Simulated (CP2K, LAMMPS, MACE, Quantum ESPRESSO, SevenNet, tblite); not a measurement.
# Bulk modulus two ways: glassy 82SiO2-11Al2O3-4ZnO-4MgO (mol %) (88 atoms), MACE MP-0b2 small

The cell holds 88 atoms (23 Si, 6 Al, 1 Zn, 1 Mg and 57 O). Recipe: 88 atoms (23 Si, 6 Al, 1 Zn, 1 Mg, 57 O) placed at random at 2.41 g/cm³, melted at 4000 K for 10 ps at fixed volume with the Morse and Coulomb pair potential with partial charges (Pedone, Malavasi, Menziani, Cormack and Segre, J. Phys. Chem. B 110, 11780 (2006)). Quenched from 4000 K to 300 K at 6 K/ps and fixed volume, held 10 ps at zero pressure. Then the atoms were relaxed with SevenNet 0 in the fixed cell.

Calculated with MACE MP-0b2 small: MACE MP-0b2 small, trained on PBE(+U) plane-wave data, no dispersion term. The cell is scaled evenly by ±3 % in volume, and SevenNet 0 relaxes the atoms at each volume before the single point.

```
volume (Å³/atom)  energy less the middle row's (meV/atom)  pressure (GPa)
          13.499                                    5.062           2.865
          13.916                                    0.000           1.357
          14.333                                   -1.535          -0.162
```

**Question.** Find the bulk modulus at the middle volume from the pressures and from the energies, and check the printed pressure against the slope of the energy (1 meV/Å³ = 0.16022 GPa).

**Working.**

The step is h = 0.4175 Å³. From pressures: B = −V dP/dV = 13.916 × (2.865 − (-0.162)) / (2 × 0.4175) = 50.5 GPa.

From energies: B = V d²E/dV² = 13.916 × (5.062 + (-1.535)) / 0.4175² = 281.6 meV/Å³ = 45.1 GPa.

Slope: P = −dE/dV = −(-1.535 − (5.062)) / (2 × 0.4175) = 7.90 meV/Å³ = 1.27 GPa, against 1.36 GPa printed.

The modulus from energies lies 11 % under that from pressures.

A central difference over ±3 % overstates P by about B(1 + B′)(0.03)²/6, some 0.04 GPa for B′ = 4. The atoms follow SevenNet 0, so this level's forces do work along the path, which enters the energies but not the printed pressures.

Limits: three points, a static cell at zero temperature, the cell shape held; the modulus is that at 1.4 GPa, not at zero pressure.

[Logs are printed without paths, hosts, clocks, repeated set-up lines and the standing remarks that a program may print on its own settings, such as how far it seeks lower states.]

[Hosts, paths, dates, database ids (printed as entryN), source tags and the programs' standing remarks are cut or masked in the printed files.]
